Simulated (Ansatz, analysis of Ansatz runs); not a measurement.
# Moving an added hole between O sites in NiWO4 (P2/c)

Aim: the energy barrier that a trapped hole meets when it moves from one O atom to another one nearby in NiWO4 (P2/c). The model is a cell of 48 host atoms.

Program: Ansatz 0.2.0. Level of theory: plane-wave PAW DFT, PBEsol+U; relaxation of all atoms of a supercell at fixed charge in a uniform background; PAW set soft_1. Results are calculated unless marked as measured.

Most raw output is cut from this account.

## 1. The starting structure

The cell holds 48 atoms: 8 Ni, 8 W and 32 O. Its edges and angles: a = 8.792 Å, b = 8.776 Å, c = 8.792 Å, α = 117.0°, β = 99.8°, γ = 112.1°. It derives from NiWO4 (space group P2/c). Nearest the centre at fractional (0.686, 0.625, 0.561): O31 at 1.34 Å, O28 at 1.34 Å, Ni4 at 1.58 Å, O22 at 2.46 Å, O20 at 2.46 Å, Ni5 at 2.46 Å, Ni8 at 2.46 Å, O36 at 2.54 Å.

Hubbard terms: Ni d 5.0 eV, O p 6.0 eV. They were chosen, not fitted, to curb self-interaction in the shells named, the trial site's among them. The two sites are O31 and O28. The cell's shortest repeat is 8.8 Å. The host's moments were started antiferromagnetic in the unit cell, high spin.

## 2. The cell without the carrier

The neutral cell is relaxed first, from small random displacements, so that bond lengths and moments with the carrier can be set beside those of a relaxed cell without it.

neutral.relax/input.yaml reads:

```yaml
crystal:
  lattice:
    - [-4.5975235, 5.66344718, 4.90769498]
    - [4.57797626, -5.66344718, 4.89777358]
    - [4.5975235, 5.66344718, -4.90769498]
  atoms:
    - { symbol: Ni, position: [0.046762, 0.125, 0.421762], spin: 2.0 }
    - { symbol: Ni, position: [0.046762, 0.625, 0.921762], spin: 2.0 }
    - { symbol: Ni, position: [0.546762, 0.125, 0.921762], spin: 2.0 }
    - { symbol: Ni, position: [0.546762, 0.625, 0.421762], spin: 2.0 }
    - { symbol: Ni, position: [0.453238, 0.375, 0.578238], spin: -2.0 }
    - { symbol: Ni, position: [0.453238, 0.875, 0.078238], spin: -2.0 }
    - { symbol: Ni, position: [0.953238, 0.375, 0.078238], spin: -2.0 }
    - { symbol: Ni, position: [0.953238, 0.875, 0.578238], spin: -2.0 }
[... 36 atom lines left out ...]
    - { symbol: O, position: [0.019067, 0.354791, 0.443933] }
    - { symbol: O, position: [0.019067, 0.854791, 0.943933] }
    - { symbol: O, position: [0.519067, 0.354791, 0.943933] }
    - { symbol: O, position: [0.519067, 0.854791, 0.443933] }
basis:
  ecutwfc: 420
  xc_grid: 2
hamiltonian:
  xc: pbesol
  hubbard:
    sites: [{ species: Ni, l: d, u_eff: 5.0 }, { species: O, l: p, u_eff: 6.0 }]
    projectors: ortho-atomic
  pseudopotentials: { kind: paw, azcp: { folder: soft_1 }, xc_functional: pbe }
kpoints:
  mp_grid: { grid: [1, 1, 1] }
magnetization:
  spin_polarized: true
  initial_magnetization: 0
  spin_locking: { lock_magnetization: hard }
scf:
  occupations: { method: fermi_dirac, width: 0.01 }
  max_iter: 120
  lower_state_search: "off"
output:
  forces: true
relax:
  f_tol: 0.02
  max_steps: 70
  random_displacement: { amplitude: 0.04, seed: 7224 }
checkpoint:
  write: "../neutral.relax.run"
  compress: false
  write_wavefunctions: true
  write_every: 100000
```

Command:

```sh
$ ansatz run input.yaml --threads 8 --pin off --max-ram 17899MiB --backend cpu --events-out ev --progress --plain --runs-dir out
```

It took 20 s on 8 threads of Arm Neoverse V2, shared host; peak memory 1.2 GiB.

The largest displacement from an ideal site is 0.020 Å.

## 3. The hole on the first site

The nearest neighbour or neighbours of the site start displaced and the site's starting moment is changed by the carrier's spin, since a carrier doesn't trap itself in the undistorted lattice.

A.relax/input.yaml reads:

```yaml
crystal:
  lattice:
    - [-4.5975235, 5.66344718, 4.90769498]
    - [4.57797626, -5.66344718, 4.89777358]
    - [4.5975235, 5.66344718, -4.90769498]
  atoms:
    - { symbol: Ni, position: [0.046075, 0.125528, 0.420938], spin: 2.0 }
    - { symbol: Ni, position: [0.046047, 0.625557, 0.920942], spin: 2.0 }
    - { symbol: Ni, position: [0.546047, 0.125532, 0.920888], spin: 2.0 }
    - { symbol: Ni, position: [0.540235, 0.644688, 0.419134], spin: 2.0 }
    - { symbol: Ni, position: [0.439495, 0.370291, 0.593136], spin: -2.0 }
    - { symbol: Ni, position: [0.454791, 0.875512, 0.079712], spin: -2.0 }
    - { symbol: Ni, position: [0.954829, 0.375595, 0.079727], spin: -2.0 }
    - { symbol: Ni, position: [0.954848, 0.875555, 0.579749], spin: -2.0 }
[... 36 atom lines left out ...]
    - { symbol: O, position: [0.019309, 0.357651, 0.445684] }
    - { symbol: O, position: [0.019328, 0.857699, 0.945735] }
    - { symbol: O, position: [0.519325, 0.357657, 0.945664] }
    - { symbol: O, position: [0.519299, 0.857655, 0.445704] }
total_charge: 1
basis:
  ecutwfc: 420
  xc_grid: 2
hamiltonian:
  xc: pbesol
  hubbard:
    sites: [{ species: Ni, l: d, u_eff: 5.0 }, { species: O, l: p, u_eff: 6.0 }]
    projectors: ortho-atomic
  pseudopotentials: { kind: paw, azcp: { folder: soft_1 }, xc_functional: pbe }
kpoints:
  mp_grid: { grid: [1, 1, 1] }
magnetization:
  spin_polarized: true
  initial_magnetization: 1
  spin_locking: { lock_magnetization: hard }
scf:
  occupations: { method: fermi_dirac, width: 0.01 }
  max_iter: 120
  lower_state_search: "off"
output:
  forces: true
relax:
  f_tol: 0.015
  max_steps: 70
  escape_saddle: false
checkpoint:
  write: "../A.relax.run"
  compress: false
  write_wavefunctions: true
  write_every: 100000
```

It took 50 s on 8 threads; peak memory 1.2 GiB; 6.1 min of CPU time.

Step by step:

```tsv
step	energy less that of the first step (eV)	largest force component (eV/Å)
1	0.0000	2.3959
2	-0.3391	1.3240
3	-0.5146	0.5157
4	-0.1797	2.0364
5	-0.5686	0.1049
6	-0.5703	0.0793
7	-0.5709	0.0263
8	-0.5711	0.0111
```

Relaxation step 4 was tried and not accepted.

The atoms that moved most (Å):

```tsv
atom	dx	dy	dz	length
Ni4	-0.102	0.115	-0.061	0.165
Ni5	-0.076	-0.011	0.131	0.152
W10	0.051	0.006	0.086	0.100
W15	-0.047	0.065	0.002	0.081
O45	-0.054	0.023	0.015	0.060
Ni1	-0.036	0.040	-0.019	0.057
O42	0.032	0.019	0.033	0.050
W11	0.031	0.008	-0.030	0.044
```

The moves above count from the input, in which the site's nearest neighbours were already displaced; the distances below compare with the cell without the carrier.

Distances from O31 without and with the hole:

```tsv
atom	without (Å)	with (Å)
W15	1.79	2.07
Ni5	2.03	2.08
Ni4	2.09	2.12
O28	2.69	2.62
```

The largest changes of the moments are 0.81 μB on O31, 0.03 μB on O39 and -0.02 μB on W15. The largest part sits on the chosen site.

## 4. The hole on the second site

The same start is made on the second site, to get the end of the hop.

B.relax/input.yaml reads:

```yaml
crystal:
  lattice:
    - [-4.5975235, 5.66344718, 4.90769498]
    - [4.57797626, -5.66344718, 4.89777358]
    - [4.5975235, 5.66344718, -4.90769498]
  atoms:
    - { symbol: Ni, position: [0.046075, 0.125528, 0.420938], spin: 2.0 }
    - { symbol: Ni, position: [0.046047, 0.625557, 0.920942], spin: 2.0 }
[... 1 atom line left out ...]
    - { symbol: Ni, position: [0.525118, 0.606433, 0.395996], spin: 2.0 }
    - { symbol: Ni, position: [0.454837, 0.375577, 0.579725], spin: -2.0 }
[... 14 atom lines left out ...]
    - { symbol: O, position: [0.735731, 0.67708, 0.317185] }
[... 1 atom line left out ...]
    - { symbol: O, position: [0.39079, 0.574048, 0.559121] }
[... 5 atom lines left out ...]
    - { symbol: O, position: [0.765177, 0.824047, 0.683502], spin: 1.0 }
[... 2 atom lines left out ...]
    - { symbol: O, position: [0.610144, 0.427103, 0.441608] }
[... 16 atom lines left out ...]
    - { symbol: O, position: [0.519299, 0.857655, 0.445704] }
total_charge: 1
basis:
  ecutwfc: 420
  xc_grid: 2
hamiltonian:
  xc: pbesol
  hubbard:
    sites: [{ species: Ni, l: d, u_eff: 5.0 }, { species: O, l: p, u_eff: 6.0 }]
    projectors: ortho-atomic
  pseudopotentials: { kind: paw, azcp: { folder: soft_1 }, xc_functional: pbe }
kpoints:
  mp_grid: { grid: [1, 1, 1] }
magnetization:
  spin_polarized: true
  initial_magnetization: 1
  spin_locking: { lock_magnetization: hard }
scf:
  occupations: { method: fermi_dirac, width: 0.01 }
  max_iter: 120
  lower_state_search: "off"
output:
  forces: true
relax:
  f_tol: 0.015
  max_steps: 70
  escape_saddle: false
checkpoint:
  write: "../B.relax.run"
  compress: false
  write_wavefunctions: true
  write_every: 100000
```

It took 52 s on 8 threads; peak memory 1.2 GiB; 6.4 min of CPU time.

Distances from O28 without and with the hole:

```tsv
atom	without (Å)	with (Å)
W16	1.79	2.07
Ni8	2.03	2.08
Ni4	2.09	2.12
O31	2.69	2.62
```

The largest changes of the moments are 0.81 μB on O28, 0.03 μB on O35 and -0.02 μB on W16. The largest part sits on the chosen site.

## 5. Points on the line between the two structures

All atoms move on the straight line between the two relaxed structures, 5.91 amu^1/2 Å long in mass-weighted terms. Each point starts from the state of the point before, once from either end, so that both localised states can be followed; the midpoint is also started with the carrier shared.

A.x0500/input.yaml reads:

```yaml
crystal:
  lattice:
    - [-4.5975235, 5.66344718, 4.90769498]
    - [4.57797626, -5.66344718, 4.89777358]
    - [4.5975235, 5.66344718, -4.90769498]
  atoms:
    - { symbol: Ni, position: [0.049546, 0.125721, 0.424638], spin: 2.0 }
    - { symbol: Ni, position: [0.044135, 0.625722, 0.91923], spin: 2.0 }
[... 1 atom line left out ...]
    - { symbol: Ni, position: [0.542808, 0.625723, 0.417901], spin: 2.0 }
    - { symbol: Ni, position: [0.45382, 0.37596, 0.581487], spin: -2.0 }
[... 14 atom lines left out ...]
    - { symbol: O, position: [0.735247, 0.676515, 0.316896] }
[... 1 atom line left out ...]
    - { symbol: O, position: [0.391011, 0.574929, 0.559549] }
[... 5 atom lines left out ...]
    - { symbol: O, position: [0.763806, 0.819141, 0.681686] }
[... 2 atom lines left out ...]
    - { symbol: O, position: [0.613171, 0.432304, 0.445477], spin: 1.0 }
[... 16 atom lines left out ...]
    - { symbol: O, position: [0.518173, 0.857709, 0.445016] }
total_charge: 1
basis:
  ecutwfc: 420
  xc_grid: 2
hamiltonian:
  xc: pbesol
  hubbard:
    sites: [{ species: Ni, l: d, u_eff: 5.0 }, { species: O, l: p, u_eff: 6.0 }]
    projectors: ortho-atomic
  pseudopotentials: { kind: paw, azcp: { folder: soft_1 }, xc_functional: pbe }
kpoints:
  mp_grid: { grid: [1, 1, 1] }
magnetization:
  spin_polarized: true
  initial_magnetization: 1
  spin_locking: { lock_magnetization: hard }
scf:
  occupations: { method: fermi_dirac, width: 0.01 }
  max_iter: 120
  lower_state_search: "off"
output:
  forces: true
  eigenvalues: true
  eigenstates: { localisation: true }
  write_density: true
  write_potential: true
  volumetric_format: npy
checkpoint:
  read: "../A.x0375.run"
  write: "../A.x0500.run"
  compress: false
  write_wavefunctions: true
  write_every: 100000
```

It took 9.1 s on 8 threads; peak memory 1.2 GiB; 65 s of CPU time.

From eigenstates.tsv, first k-point; energies on the run's zero. The participation number counts the atoms that a state is spread over, of 48; bands count from 0.

```tsv
spin	band	energy (eV)	occupation	participation	largest share on	share
down	217	8.093	1.00	24.3	O28	0.09
down	218	8.201	1.00	28.0	O19	0.07
down	219	8.263	1.00	19.5	Ni7	0.11
down	220	8.364	1.00	20.8	Ni2	0.12
down	221	8.461	1.00	7.9	O28	0.31
down	222	8.571	1.00	8.7	O28	0.28
down	223	9.833	0.00	4.0	O31	0.45
down	224	11.578	0.00	5.3	W15	0.41
down	225	11.911	0.00	20.9	W9	0.09
down	226	11.985	0.00	14.1	W14	0.14
down	227	12.094	0.00	16.1	W15	0.15
up	218	8.058	1.00	25.4	Ni2	0.08
up	219	8.189	1.00	25.9	Ni8	0.08
up	220	8.225	1.00	23.5	Ni6	0.09
up	221	8.305	1.00	17.7	Ni3	0.13
up	222	8.428	1.00	11.7	O28	0.18
up	223	8.455	1.00	14.1	O28	0.17
up	224	11.519	0.00	3.3	W15	0.53
up	225	11.605	0.00	4.9	W15	0.42
up	226	11.867	0.00	16.4	W9	0.12
up	227	12.014	0.00	16.3	Ni6	0.11
up	228	12.074	0.00	17.8	W14	0.13
```

Under PBEsol+U (5, 6 eV) at the zone centre alone, the highest filled state is spin down, spread over 9 of 48 atoms, and the lowest empty one, 1.26 eV above it, is spin down, spread over 4 of 48 atoms.

Spin density in the ac plane at fractional y = 0.625, through the centre, with atoms of Ni and W and O within 0.45 Å of it.

Values in e/Å³, 13 rows by 16 columns, each cell a mean:
```
2.3 1.5 0.0 0.0 0.0 0.0 0.0 0.0 0.0 0.0 0.0 0.0 0.0 0.0 0.0 0.1
1.6 1.1 0.1 0.0 0.0 0.0 0.0 0.0 0.0 0.0 0.0 0.0 0.0 0.0 0.0 0.0
0.0 0.0 0.0 0.0 0.0 0.0 0.0 0.0 0.0 0.0 0.0 0.0 0.0 0.0 0.0 0.0
0.0 0.0 0.0 0.0 0.0 0.0 0.0 0.0 0.0 0.0 0.0 0.0 0.0 0.0 0.0 0.0
0.0 0.0 0.0 0.0 0.0 0.0 0.0 0.0 0.0 0.0 0.0 0.0 0.0 0.0 0.0 0.0
0.0 0.0 0.0 0.0 0.0 0.0 0.0 0.0 0.0 0.0 0.0 0.0 0.0 0.0 0.0 0.0
0.0 0.0 0.0 0.0 0.0 0.0 0.0 0.1 0.5 0.3 0.0 0.0 0.0 0.0 0.0 0.0
0.0 0.0 0.0 0.0 0.0 0.0 0.0 0.1 3.3 2.0 0.0 0.0 0.0 0.0 0.0 0.0
0.0 0.0 0.0 0.0 0.0 0.0 0.0 0.0 0.2 0.2 0.0 0.0 0.0 0.0 0.0 0.0
0.0 0.0 0.0 0.0 0.0 0.0 0.0 0.0 0.0 0.0 0.0 0.0 0.0 0.0 0.0 0.0
0.0 0.0 0.0 0.0 0.0 0.0 0.0 0.0 0.0 0.0 0.0 0.0 0.0 0.0 0.0 0.0
0.0 0.0 0.0 0.0 0.0 0.0 0.0 0.0 0.0 0.0 0.0 0.0 0.0 0.0 0.0 0.0
0.0 0.0 0.0 0.0 0.0 0.0 0.0 0.0 0.0 0.0 0.0 0.0 0.0 0.0 0.0 0.0
```
Columns run along a (8.8 Å), rows up along c (8.8 Å). Atoms in or near the plane, at fractional coordinates: Ni at (0.04, 0.92), Ni at (0.54, 0.42), W at (0.22, 0.59), W at (0.71, 0.09), O at (0.23, 0.82), O at (0.74, 0.32), O at (0.39, 0.56), O at (0.89, 0.06), O at (0.48, 0.05), O at (0.98, 0.56), O at (0.16, 0.34), O at (0.66, 0.84).

Valence density in the ac plane at fractional y = 0.625, through the centre, with atoms of Ni and W and O within 0.45 Å of it. It is the smooth field of the valence electrons, not physical close to the nuclei.

Ten steps, logarithmic in the rise over the least value, from '_' (0 e/Å³) to '@' (44 e/Å³), each cell a mean:
```
++##**--__________..::::::..____..::....______..::
%%@@%%--______________________..::--::..______..==
##%%**::......______________..--++++--..______..==
====::..::----..____________..==++++==..________::
......::==++==::____________..--====::..__________
______::======::______________..::::..____________
______..::--::..__________________________________
______..::----::..........________________________
::....::==++++==::------::____________________..::
==::..--++++++==--==++==::__________________..--==
++--::--++++++--::====--::..________________::==**
==::..::--==--....::::::..::::..____________::==++
::..__....::..______....--**##==..__________..::::
____..::----..________::**@@@@++..________________
____::==++==::..______::**%%##==........__________
____::++**++::________..--==--..::----::..________
____::====--..__________........--==++--..________
____..::::..__________________..--====--..________
______________________________..::----::..________
________________________________::------..........
..__________________....::......--++++==--::----::
..__________________::====--::::==++++++----==++--
..________________..--++**==::::==++++==::--====::
..::::..__________..--++++--....--==--::..::::::..
```
Columns run along a (8.8 Å), rows up along c (8.8 Å). Atoms in or near the plane, at fractional coordinates: Ni at (0.04, 0.92), Ni at (0.54, 0.42), W at (0.22, 0.59), W at (0.71, 0.09), O at (0.23, 0.82), O at (0.74, 0.32), O at (0.39, 0.56), O at (0.89, 0.06), O at (0.48, 0.05), O at (0.98, 0.56), O at (0.16, 0.34), O at (0.66, 0.84).

Electrostatic potential energy in the ac plane at fractional y = 0.625, through the centre, with atoms of Ni and W and O within 0.45 Å of it. With pseudopotentials it is smooth inside the atoms' cores, unlike the true potential.

Ten even steps from '0' (-36 eV) to '9' (17 eV), each cell a mean:
```
4655899999867998767899985
8974899999999998657999974
7855899999999996214999974
4458756899999994004999986
7788323799999995237999998
9998324899999998789999999
9998656789999999999999999
9987422478899999999999999
8874000156448999999999998
3662000043127999999999952
1562000264248889999999720
3774112587787556899999731
8987667899974564799999976
9998568999855994699999999
9984127999855864798999999
9972027999975446855799999
9973258999998788622599999
9998799999999999622699999
9999999999999999755789999
9999999999999998521258999
9999999999988886100036546
9999999999742574000034224
8889999999510374000045336
6557999999522586311478778
```
Columns run along a (8.8 Å; values clipped at the 3rd and 97th percentile), rows up along c (8.8 Å). Atoms in or near the plane, at fractional coordinates: Ni at (0.04, 0.92), Ni at (0.54, 0.42), W at (0.22, 0.59), W at (0.71, 0.09), O at (0.23, 0.82), O at (0.74, 0.32), O at (0.39, 0.56), O at (0.89, 0.06), O at (0.48, 0.05), O at (0.98, 0.56), O at (0.16, 0.34), O at (0.66, 0.84).

Free energies from the first end:

```tsv
started from	fraction	energy (eV)	moment change on O31 (μB)	on O28 (μB)
first site	0	0.000	0.81	0.01
first site	0.125	0.040	0.80	0.01
first site	0.25	0.152	0.78	0.02
first site	0.375	0.326	0.76	0.03
first site	0.5	0.554	0.72	0.05
first site	0.625	0.326	0.03	0.76
second site	0.875	0.040	0.01	0.80
second site	0.75	0.152	0.02	0.78
second site	0.625	0.326	0.03	0.76
second site	0.5	0.554	0.05	0.72
second site	0.375	0.326	0.76	0.03
shared	0.5	0.680	0.44	0.44
second site	1	0.000	0.01	0.81
```

## 6. Summary of results

```
barrier forward                               : 0.55 eV
barrier backward                              : 0.55 eV
distance of the two sites without the carrier : 2.69 Å
carrier at the midpoint                       : on one site
```

**Reading.** On this line the hole must cross 0.55 eV to hop 2.69 Å; both ends have the same energy within 0.005 eV. At the midpoint the lowest state found keeps the carrier on one site, so the two localised curves cross in a cusp. This suggests weak coupling and a hop slower than the barrier alone implies, though U itself penalises the shared state. With an assumed attempt frequency of 1e13 per second the rate at 300 K would be 5e+03 per second for this barrier, if every crossing succeeded. A straight line need not be the lowest path, so the true barrier at this U can be lower, or higher if the ends can still break their symmetry. No run compares the localised hole with one spread in the band, so its binding is unknown and the barrier may exceed it. The magnetic order was assumed and need not be the ground state. The total moment is locked, so a carrier of the other spin direction was not tried. The program's search for lower electronic states was switched off in all runs, so that each state is followed; none is shown to be the lowest at its structure. No image-charge correction is applied; it nearly cancels along the line while the charge stays localised. Limits: sampling at the zone centre alone can move energies of charged and open-shell states by tenths of an eV or more in cells of this size; the images are only 8.8 Å apart; gap and trapping depend on the U chosen (Ni d 5.0 eV, O p 6.0 eV); spin–orbit coupling, which can matter with heavy atoms, is left out.

[Logs are printed without paths, hosts, clocks, repeated set-up lines and the standing remarks that a program may print on its own settings, such as how far it seeks lower states.]

[Hosts, paths, dates, database ids (printed as entryN), source tags and the programs' standing remarks are cut or masked in the printed files.]
